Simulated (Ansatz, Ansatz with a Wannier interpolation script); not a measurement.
# Settings in Wannier-interpolated G0W0: BiOCl (P4/nmm), part 2 of 2

Aim: vary the Wannier model and the GW settings for BiOCl (P4/nmm) and see what the interpolated bands lose.

Ansatz 0.2.0; maximally localised Wannier functions, LDA, plane waves, PAW. Known limits of the many-body steps: not at the basis limit; no spin-orbit coupling; coarse k mesh.

So far. Step 3 (Wannier model on 4×4×2): Near the gap the model misses directly solved bands by 8.1 meV r.m.s. and by 65 meV at most in the window tested. This tests the starting bands, not the corrections carried with them.

## (5) G0W0: 4×4×2 mesh, 462 empty bands, screening to 150 eV

Now the one-shot GW correction: screening in the RPA, then the self-energy of the levels asked for.

This step: G0W0 on LDA, plane waves, PAW.

input.yaml reads:

```yaml
crystal:
  lattice:
    - [3.88551, 0.0, 0.0]
    - [0.0, 3.88551, 0.0]
    - [0.0, 0.0, 7.3489]
  atoms:
    - { symbol: Bi, position: [0.5, 0.0, 0.32904] }
    - { symbol: Bi, position: [0.0, 0.5, 0.67096] }
    - { symbol: Cl, position: [0.0, 0.5, 0.1472] }
    - { symbol: Cl, position: [0.5, 0.0, 0.8528] }
    - { symbol: O, position: [0.0, 0.0, 0.5] }
    - { symbol: O, position: [0.5, 0.5, 0.5] }
kpoints:
  mp_grid: { grid: [4, 4, 2] }
hamiltonian:
  xc: lda
scf:
  occupations: { method: fixed }
gw:
  n_empty_bands: 462
  ecut_chi: 150.0
  qp_bands: [v12, c5]
  screening: { model: contour_deformation }
```

Launch:

```console
ansatz run input.yaml --threads 3 --pin off --max-ram 92160MiB --backend cuda --events-out ev --progress --plain --runs-dir out --devices 1 --max-vram 13GiB
```

Numbers of over 12 decimals in the logs are rounded to 6 here.

The program printed:

```text
GPUs: using 1 of 1 available (devices: 1).
[...]
GPU FFT provider: cuFFT
GPU libraries: cuBLAS 13.8.2, cuFFT 12.4.0, cuSOLVER 12.3.4
Crystal: 6 atoms, lattice volume = 110.948 Å³
Basis set: ecut = 420 eV, 2177 PW (Γ)
Bands: 34, of which v1, the nominal top of the filled ones, is band 28 counted from 1 (27 counted from 0)
Symmetry: 16 space group operations
[...]
k-points: 12 of 32
[...]
0    24      6.1657   -20.9393     3.4192   -16.7226  0.7326     5.3546     5.3683  root
[...]
11    30     12.0294   -12.2410    -3.8813   -16.8096  0.7911    12.7219    12.7167  root
    11    31     13.5504   -12.2183    -4.4681   -17.6158  0.7693    14.4939    14.4797  root
    11    32     13.5504   -12.2183    -4.4681   -17.6158  0.7693    14.4939    14.4797  root
    11    33     14.0835   -12.0676    -4.4920   -17.4931  0.7638    15.0317    15.0169  root
[key lines of the parts left out:]
SCF converged after 7 iterations
Free energy (F): -27373.159735 eV
Fermi energy:    7.520125 eV
```

Wall time 28 s (1 × NVIDIA H100 80GB HBM3 (shared by 6 runs) with 3 threads of AMD EPYC 7R13 (Zen 3), shared host); peak memory 1.5 GiB; 33 s of CPU time.

The G0W0 gap on the mesh is 3.683 eV.

## (6) G0W0: 8×8×4 mesh, 163 empty bands, screening to 75 eV

Changes to input.yaml since step 5:

```diff
@@ -13,3 +13,3 @@
 kpoints:
-  mp_grid: { grid: [4, 4, 2] }
+  mp_grid: { grid: [8, 8, 4] }
 hamiltonian:
@@ -19,4 +19,4 @@
 gw:
-  n_empty_bands: 462
-  ecut_chi: 150.0
+  n_empty_bands: 163
+  ecut_chi: 75
   qp_bands: [v12, c5]
```

The program printed:

```text
GPUs: using 1 of 1 available (devices: 1).
[...]
GPU FFT provider: cuFFT
GPU libraries: cuBLAS 13.8.2, cuFFT 12.4.0, cuSOLVER 12.3.4
Crystal: 6 atoms, lattice volume = 110.948 Å³
Basis set: ecut = 420 eV, 2177 PW (Γ)
Bands: 34, of which v1, the nominal top of the filled ones, is band 28 counted from 1 (27 counted from 0)
Symmetry: 16 space group operations
[...]
k-points: 45 of 256
[...]
0    24      6.1636   -20.8998     3.6634   -16.7229  0.7383     5.6449     5.6502  root
[...]
44    30     12.0288   -12.2692    -3.5200   -16.8085  0.7963    13.0599    13.0482  root
    44    31     13.5504   -12.2308    -4.0737   -17.6149  0.7738    14.8916    14.8609  root
    44    32     13.5504   -12.2308    -4.0737   -17.6149  0.7738    14.8916    14.8609  root
    44    33     14.0829   -12.0782    -4.1222   -17.4923  0.7682    15.4069    15.3748  root
[key lines of the parts left out:]
SCF converged after 7 iterations
Free energy (F): -27373.166328 eV
Fermi energy:    7.585964 eV
```

Wall time 2.7 min (1 × NVIDIA H100 80GB HBM3 (shared by 6 runs) with 3 threads); peak memory 1.7 GiB.

The G0W0 gap on the mesh is 3.425 eV.

## (7) G0W0: 4×4×2 mesh, 215 empty bands, screening to 90 eV, plasmon pole

input.yaml, the sections that differ from step 6:

```yaml
kpoints:
  mp_grid: { grid: [4, 4, 2] }
gw:
  n_empty_bands: 215
  ecut_chi: 90
  qp_bands: [v12, c5]
  screening: { model: godby_needs }
# crystal, hamiltonian, scf: as in step 6
```

The program printed:

```text
GPUs: using 1 of 1 available (devices: 1).
[...]
GPU FFT provider: cuFFT
GPU libraries: cuBLAS 13.8.2, cuFFT 12.4.0, cuSOLVER 12.3.4
Crystal: 6 atoms, lattice volume = 110.948 Å³
Basis set: ecut = 420 eV, 2177 PW (Γ)
Bands: 34, of which v1, the nominal top of the filled ones, is band 28 counted from 1 (27 counted from 0)
Symmetry: 16 space group operations
[...]
k-points: 12 of 32
[...]
0    24      6.1657   -20.9393     3.5632   -16.7226  0.7801     5.5120     5.5122  root
[...]
11    30     12.0294   -12.2410    -3.5984   -16.8096  0.8165    13.0050    12.9996  root
    11    31     13.5504   -12.2183    -4.0757   -17.6158  0.8028    14.8836    14.8722  root
    11    32     13.5504   -12.2183    -4.0757   -17.6158  0.8028    14.8836    14.8722  root
    11    33     14.0835   -12.0676    -4.1253   -17.4931  0.8055    15.4043    15.3837  root
[key lines of the parts left out:]
SCF converged after 7 iterations
Free energy (F): -27373.159735 eV
Fermi energy:    7.520125 eV
```

The job ended after 33 s (1 × NVIDIA H100 80GB HBM3 (shared by 6 runs) with 3 threads; peak memory 1.3 GiB).

The G0W0 gap on the mesh is 3.506 eV.

## (8) Interpolated results

Times are wall times on 1 × NVIDIA H100 80GB HBM3 (shared by 6 runs) with 3 threads of AMD EPYC 7R13 (Zen 3), shared host, good to a factor of about two.

```
GW mesh  empty bands  cutoff (eV)            frequency  gap on mesh (eV)  gap over zone (eV)  direct gap (eV)  valence width (eV)  GW time
  4×4×2          462          150  contour deformation             3.683               3.583            3.872               4.918     28 s
  8×8×4          163           75  contour deformation             3.425               3.423            3.733               5.123  2.7 min
  4×4×2          215           90         plasmon pole             3.506               3.421            3.731               5.356     33 s
```

## (9) Results

| Quantity | Value |
| --- | --- |
| 4×4×2 mesh, 462 empty bands, screening to 150 eV | 3.58 eV |
| 8×8×4 mesh, 163 empty bands, screening to 75 eV | 3.42 eV |
| 4×4×2 mesh, 215 empty bands, screening to 90 eV, plasmon pole | 3.42 eV |

In words: The largest change, −0.16 eV in the gap over the zone, comes with 4×4×2 mesh, 215 empty bands, screening to 90 eV, plasmon pole. The first run is a reference, not a converged one, and where a row moves several settings no single cause can be named. Rows on another GW mesh add that mesh's corrections to the bands of the one model. Coarser Wannier mesh (4×4×2): the miss near the gap goes from under 1 (the model on 8×8×4) to 8 meV and the total spread from 32.1 to 29.8 Å². With 8×8×4 mesh, 163 empty bands, screening to 75 eV the gap over the zone moves by −0.16 eV and that on the mesh by −0.26 eV. With 4×4×2 mesh, 215 empty bands, screening to 90 eV, plasmon pole the gap over the zone moves by −0.16 eV and that on the mesh by −0.18 eV. Gaps over the zone and on the mesh differ where an edge lies off the mesh, or where a GW run starts from another density: the starting gap over the zone is 2.489 eV, on the GW meshes it is 2.570 eV and 2.505 eV. The 4×4×2 mesh is coarse for this cell (its supercell is 15 Å along the shortest edge). The RPA ε∞ on it, from the LDA start, is 5.29 and 6.63; such meshes misread the long-range screening, most where the gap is narrow. Where an edge is built on 6p states of lead, bismuth or thallium, scalar-relativistic gaps usually stand too wide, by a few tenths to over one eV. The many-body steps are scalar-relativistic: spin-orbit coupling is not in them.

[Paths, hosts, dates, memory and timing lines, banners, echoed tables and standing remarks are left out of the program output.]

[Logs are printed without paths, hosts, clocks, repeated set-up lines and the standing remarks that a program may print on its own settings, such as how far it seeks lower states.]

[Runs of the session that timed out or met a known fault of the program may be left out.]

[Hosts, paths, dates, database ids (printed as entryN), source tags and the programs' standing remarks are cut or masked in the printed files.]
